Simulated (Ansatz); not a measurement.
# What BiAs (built on the sites of a database entry of YAs) distorts into

Which phase does BiAs (built on the sites of a database entry of YAs) fall into along its unstable mode, and how much energy does it gain?

Main program and level: Ansatz 0.2.0; DFT RPBE, scalar-relativistic, plane waves, PAW.

Most raw output is cut from this account.

The structure was built from a prototype and need not be the compound's stable phase.

In doubt: the program warns that the response may not be converged on this k-mesh (step 8), which bears on the force constants and all frequencies.

### 1. The starting structure

It takes space group Fm-3m (No. 225, cubic). The conventional cell has a = 6.082 Å, b = 6.082 Å, c = 6.082 Å, α = 90.00°, β = 90.00°, γ = 90.00°. Nearest to Bi lie 6 As at 3.04 Å. Nearest to As lie 6 Bi at 3.04 Å. Farther neighbours are not listed.

### 2. Linear response at the zone centre

The cell comes from relaxations at this level that are not shown. The zone centre is the only wavevector solved here; it holds the modes that light can see, as far as symmetry allows. No field response is asked, since the mesh shows no gap.

File input.yaml:

```yaml
crystal:
  lattice:
    - [0.0, 3.0411081202, 3.0411081202]
    - [3.0411081202, 0.0, 3.0411081202]
    - [3.0411081202, 3.0411081202, 0.0]
  atoms:
    - { symbol: Bi, position: [0.5, 0.5, 0.5] }
    - { symbol: As, position: [0.0, 0.0, 0.0] }
kpoints:
  mp_grid: { grid: [12, 12, 12] }
hamiltonian:
  xc: rpbe
scf:
  occupations: { method: methfessel_paxton, width: 0.15 }
output:
  eigenvalues: true
phonons:
  method: dfpt
```

Started as:

```sh
$ ansatz run input.yaml --threads 4 --pin off --max-ram 7168MiB --backend cpu --events-out ev --progress --plain --runs-dir out
```

The job ended after 13 s (4 threads of AMD EPYC 7R43, shared host; peak memory 0.89 GiB).

Numbers from this step:

* volume per atom: 28.13 Å³
* gap on the k-mesh: 0 eV
* sum-rule residual before enforcement: 1.99e-4 eV/Å²
* point group: m-3m
* highest optical mode at the zone centre (no LO-TO term): -141.4 cm⁻¹
* lowest optical zone-centre mode: -141.4 cm⁻¹

Patterns of degenerate modes are one choice out of their space. The modes at Γ (shares of kinetic energy by element, %) (negative means imaginary):

```
mode  frequency (cm⁻¹)  symmetry  Bi %  As %
   1            -141.4       T1u    26    74
   2            -141.4       T1u    26    74
   3            -141.4       T1u    26    74
   4               0.0  acoustic    74    26
   5               0.0  acoustic    74    26
   6               0.0  acoustic    74    26
```

Displacements in mode 3 (-141.4 cm⁻¹), the largest set to 1:
```
Bi1  0.00  0.03 -0.36
As2  0.00 -0.07  1.00
```

Before it was imposed, the acoustic sum rule was missed by 2.0e-4 eV/Å². Small misses are needed for a sound result but don't prove that mesh and cutoff are converged. The lowest optical mode is imaginary, 141.4i cm⁻¹, so the energy falls along it.

### 3. The mode frozen in, largest atomic shift 0 Å

The mode followed lies at Γ with frequency 141.4i cm⁻¹ and is 3-fold degenerate, the softest among the wavevectors solved. At small amplitude the distorted cell has space group no. 107 by a symmetry search on the positions. The undistorted cell that holds it gives the zero of energy on the same k mesh.

input.yaml: that of step 2 with these lines changed.

```diff
@@ -15,4 +15,4 @@
 output:
+  forces: true
+  stress: true
   eigenvalues: true
-phonons:
-  method: dfpt
```

The job ended after 2.2 s (4 threads; peak memory 0.44 GiB).

This step gave:

- pressure: 0.004814 GPa
- energy from the undistorted cell: 0 meV/atom

The run ends at a pressure of 0.00 GPa.

### 4. The mode frozen in, largest atomic shift 0.22 Å

The atoms are moved along the unstable eigenvector, the largest shift by 0.22 Å, with the cell fixed.

input.yaml, the sections that differ from step 3:

```yaml
crystal:
  lattice:
    - [0.0, 3.0411081202, 3.0411081202]
    - [3.0411081202, 0.0, 3.0411081202]
    - [3.0411081202, 3.0411081202, 0.0]
  atoms:
    - { symbol: Bi, position: [0.4870323201, 0.5129676799, 0.4870323201] }
    - { symbol: As, position: [0.0361710257, -0.0361710257, 0.0361710257] }
# kpoints, hamiltonian, scf, output: as in step 3
```

Run time: 6 s. Hardware: 4 threads; peak memory 0.53 GiB; 20 s of CPU time.

Numbers from this step:

```
pressure                         : 1.724 GPa
gap on the k-mesh                : 0.4025 eV
energy from the undistorted cell : -26.46 meV/atom
```

The energy, extrapolated to zero smearing, is -26.46 meV/atom against the undistorted cell.

The run ends at a pressure of 1.72 GPa, with forces up to 0.12 eV/Å.

### 5. Energy along the mode, all amplitudes (two of the runs are shown above)

An imaginary frequency means negative curvature, so the energy should fall and then rise again as anharmonic terms take over.

Numbers from this step:

```
depth at the lowest point sampled  : 26.46 meV/atom
largest atomic shift at that point : 0.22 Å
```

Energy from the parent against largest atomic shift:

```
largest atomic shift (Å)  energy from the parent (meV/atom)
                   0.000                                  0
                   0.040                              -2.85
                   0.080                              -9.84
                   0.140                              -21.5
                   0.220                              -26.5
                   0.320                               10.0
```

Displacement at unit largest shift by atom:

```
atom  x (Å)  y (Å)  z (Å)  size
 Bi1   0.00  -0.36   0.00  0.36
 As2   0.00   1.00   0.00  1.00
```

The lowest of the steps tried is at 0.22 Å, 26.5 meV/atom below the parent; the bottom of the well need not coincide with a step.

### 6. Relaxation from the frozen mode

Starting from the lowest point found, all atoms and the cell are let go, so that strain and other modes of the same symmetry can join in.

input.yaml: that of step 4 with these lines changed.

```diff
@@ -18 +18,6 @@
   eigenvalues: true
+relax:
+  adjacent_minimum: "off"
+  f_tol: 0.002
+  max_steps: 120
+  cell: { stress_tol: 0.03 }
```

It took 38 s on 4 threads; peak memory 0.57 GiB.

Relaxation path:

```
step  energy less that of the first step (eV)  largest force component (eV/Å)  pressure (GPa)  volume (Å³)
   1                                   0.0000                          0.1187            1.72        56.25
   2                                  -0.0271                          0.1752           -0.66        59.21
   3                                  -0.0314                          0.0496            0.02        58.86
   4                                  -0.0318                          0.0072            0.07        59.05
   5                                  -0.0318                          0.0004            0.00        59.16
  6*                                  -0.0323                          0.0004            0.00        59.16
```

Relaxation steps marked * repeat the geometry before them on a plane-wave basis chosen anew for their cell, so energy and pressure can jump there.

Forces are held to the 8 operations that the run works with; a distortion that breaks them can't arise in this run.

```
conventional cell, symmetrised  before  after  change
                         a (Å)   4.301  4.292  -0.2 %
                         b (Å)   4.301  4.292  -0.2 %
                         c (Å)   6.082  6.422  +5.6 %
              volume (Å³/atom)   28.13  29.58  +5.2 %
```

The atoms that moved most (Å, as changes of fractional coordinates times the final cell):

```
atom     dx      dy     dz  length
 Bi1  0.000  -0.058  0.000   0.058
 As2  0.000   0.058  0.000   0.058
```

Final coordinates:

```
Bi As
1.0
     0.00000    3.21090    3.03514
     3.03514    0.00000    3.03514
     3.03514    3.21090    0.00000
Bi As
1 1
Direct
  0.47800 0.52200 0.47800
  0.04521 0.95479 0.04521
```

This step gave:

* pressure: 0.003446 GPa
* volume per atom: 29.58 Å³
* gap on the k-mesh: 0.4235 eV

The distorted start has space group I4mm; the relaxation ends in I4mm.

### 7. The new phase in its own primitive cell

The relaxed structure is symmetrised, reduced to its primitive cell and relaxed tightly, as its phonons need.

File input.yaml:

```yaml
crystal:
  lattice:
    - [-2.146164754, 2.146164754, 3.2109014874]
    - [2.146164754, -2.146164754, 3.2109014874]
    - [2.146164754, 2.146164754, -3.2109014874]
  atoms:
    - { symbol: Bi, position: [0.4779950269, 0.4779950269, 0.0] }
    - { symbol: As, position: [0.0452083189, 0.0452083189, 0.0] }
kpoints:
  mp_grid: { grid: [10, 10, 10] }
hamiltonian:
  xc: rpbe
scf:
  occupations: { method: fixed }
output:
  forces: true
  stress: true
  eigenvalues: true
relax:
  adjacent_minimum: "off"
  f_tol: 0.001
  max_steps: 60
  cell: { stress_tol: 0.01 }
```

Elapsed: 18 s, on 4 threads; peak memory 0.51 GiB; 65 s of CPU time.

Step by step:

```
step  energy less that of the first step (eV)  largest force component (eV/Å)  pressure (GPa)  volume (Å³)
   1                                   0.0000                          0.0076           -0.01        59.16
   2                                   0.0000                          0.0019           -0.01        59.11
   3                                   0.0000                          0.0000            0.00        59.09
  4*                                   0.0000                          0.0000            0.00        59.09
```

Relaxation steps marked * repeat the geometry before them on a plane-wave basis chosen anew for their cell, so energy and pressure can jump there.

The run keeps the 8 symmetry operations that it works with, so distortions that break them were not tested.

```
conventional cell, symmetrised  before  after  change
                         a (Å)   4.292  4.293  +0.0 %
                         b (Å)   4.292  4.293  +0.0 %
                         c (Å)   6.422  6.413  -0.1 %
              volume (Å³/atom)   29.58  29.54  -0.1 %
```

Final coordinates:

```xyz
2
Lattice="-2.1463 2.1463 3.2067 2.1463 -2.1463 3.2067 2.1463 2.1463 -3.2067" Properties=species:S:1:pos:R:3 pbc="T T T"
Bi    0.0000    0.0000    3.0680
As    0.0000    0.0000    0.2875
```

This step gave:

```
pressure           : 0.001847 GPa
gap on the k-mesh  : 0.3792 eV
volume per atom    : 29.54 Å³
direct gap on mesh : 0.4266 eV
```

The largest force component left is 0.036 meV/Å and the pressure is 0.002 GPa, within the tolerances set. The cell now holds 29.54 Å³/atom.

### 8. Modes of the new phase, k-mesh 10×10×10, occupations fixed

A relaxed structure may still be a saddle point, so its zone-centre modes are computed. The response to a homogeneous field gives the Born charges and the dielectric tensor.

File input.yaml:

```yaml
crystal:
  lattice:
    - [-2.1462712054, 2.1462712054, 3.2067055445]
    - [2.1462712054, -2.1462712054, 3.2067055445]
    - [2.1462712054, 2.1462712054, -3.2067055445]
  atoms:
    - { symbol: Bi, position: [0.4783796568, 0.4783796568, 0.0] }
    - { symbol: As, position: [0.044823689, 0.044823689, 0.0] }
kpoints:
  mp_grid: { grid: [10, 10, 10] }
hamiltonian:
  xc: rpbe
scf:
  occupations: { method: fixed }
output:
  eigenvalues: true
phonons:
  method: dfpt
  dielectric: true
  rigid_motions: translations
```

Wall time 5 min (4 threads); peak memory 4 GiB; 19 min of CPU time.

Numbers from this step:

| Item | Value |
| --- | --- |
| sum-rule residual before enforcement | 1.24e-4 eV/Å² |
| miss of the charge sum rule | 0.02658 e |
| estimated error of the dielectric tensor | 2.141 |
| estimated error of the Born charges | 0.4178 e |
| point group | 4mm |
| highest optical mode at the zone centre (no LO-TO term) | 152.8 cm⁻¹ |
| lowest optical zone-centre mode | 45.2 cm⁻¹ |
| mean high-frequency dielectric constant | 87.44 |
| largest Born charge (third of the trace) | 6.485 e |
| mean static dielectric constant | 435.3 |
| top of the zone-centre spectrum with the field | 164.0 cm⁻¹ |

Patterns of degenerate modes are one choice out of their space. The modes at Γ (shares of kinetic energy by element, %):

```
mode  frequency (cm⁻¹)  symmetry  Bi %  As %
   1               0.0  acoustic    74    26
   2               0.0  acoustic    74    26
   3               0.0  acoustic    74    26
   4              45.2         E    26    74
   5              45.2         E    26    74
   6             152.8        A1    26    74
```

Displacements in mode 5 (45.2 cm⁻¹), the largest set to 1:
```
Bi1  0.22 -0.36  0.00
As2 -0.62  1.00  0.00
```

Displacements in mode 6 (152.8 cm⁻¹), the largest set to 1:
```
Bi1  0.00  0.00 -0.36
As2  0.00  0.00  1.00
```

High-frequency dielectric tensor, which the program warns is not settled by the k meshes in reach. Tensor:

```
       x      y      z
x  115.8      0      0
y      0  115.8      0
z      0      0  30.63
```

Static dielectric tensor, which the program warns is not settled by the k meshes in reach. Tensor:

```
       x      y      z
x  635.3      0      0
y      0  635.3      0
z      0      0  35.31
```

Optical modes at the zone centre, without and with the macroscopic field of the longitudinal modes; each column is sorted by frequency, so a row need not hold one and the same mode. Modes with and without the field, by row:

```
rank among optical modes  no field (cm⁻¹)  q along (1, 0, 0) (cm⁻¹)  q along (0, 0, 1) (cm⁻¹)
                       1             45.2                      45.2                      45.2
                       2             45.2                     105.8                      45.2
                       3            152.8                     152.8                       164
```

Born charge (rows field, columns displacement) (e), principal values of the symmetric part by kind of site:

```
atom  atoms with these values    low  middle   high   mean
 Bi1                        1   2.69    8.38   8.38   6.48
 As2                        1  -8.38   -8.38  -2.69  -6.48
```

In full for As2:

```
-8.38  0.00  0.00
 0.00 -8.38  0.00
 0.00  0.00 -2.69
```

Transverse modes. Infrared lines, with heights relative to the strongest:

```
position (cm⁻¹)  label  relative intensity
             45      E                 100
            153     A1                 5.1
```

Before it was imposed, the acoustic sum rule was missed by 1.2e-4 eV/Å² and the charge sum rule by 0.027 e. Small misses are needed for a sound result but don't prove that mesh and cutoff are converged. The lowest optical mode is real, 45.2 cm⁻¹.

The log warns of the k mesh: “the force constants stand on the 10×10×10 k-mesh, whose period is 5.09 times the interband length at k = (0.2000, -0.3000, 0.3000), direct gap 1.372 eV, under 14: take them and everything formed from them as unconverged”.

### 9. Results

| Item | Value |
| --- | --- |
| unstable mode of the parent | q = (0, 0, 0), 141i cm⁻¹ |
| depth at the lowest point sampled | 26.5 meV/atom |
| largest atomic shift at that point | 0.22 Å |
| space group reached (within 0.01 Å) | I4mm |
| energy gained over the parent (first relaxation, on the mesh of the frozen mode) | 42.6 meV/atom |
| volume per atom, phase reached | 29.5 Å³ |
| gap on the k-mesh, phase reached | 0.379 eV |
| lowest optical zone-centre mode, phase reached | 45.2 cm⁻¹ |
| highest optical mode at the zone centre (no LO-TO term), phase reached | 153 cm⁻¹ |

Along this mode the structure falls into I4mm, 42.6 meV/atom below the parent. At the parent's cell the well is 26.46 meV/atom deep on the steps tried, with its lowest point at a shift of 0.22 Å. Relaxing atoms and cell changes the gain by +16.13 meV/atom against the lowest step (energies at zero smearing). The new phase has no imaginary mode at the zone centre of its cell; other wavevectors were not checked. Of the 3 patterns followed to their end from this parent, this one ends 17.1 meV/atom above the lowest, R3m. Each path keeps the symmetry of its pattern, so a lower phase may lie along a pattern not tried. With the field response the log warns that the k mesh is coarse for the force constants too, so the frequencies may not be converged. With no gap, or one that is small against the smearing, the frequencies hang on the k mesh and the smearing, most of all near Kohn anomalies. In at least one run the field response is not settled by the k meshes in reach, so its dielectric tensor, Born charges and longitudinal modes are rough. Spin-orbit coupling is left out, which can matter for the heavy elements here. The starting cell was built on a prototype and not taken from a measurement, so the phase need not exist.

[Logs are printed without paths, hosts, clocks, repeated set-up lines and the standing remarks that a program may print on its own settings, such as how far it seeks lower states.]

[Hosts, paths, dates, database ids (printed as entryN), source tags and the programs' standing remarks are cut or masked in the printed files.]
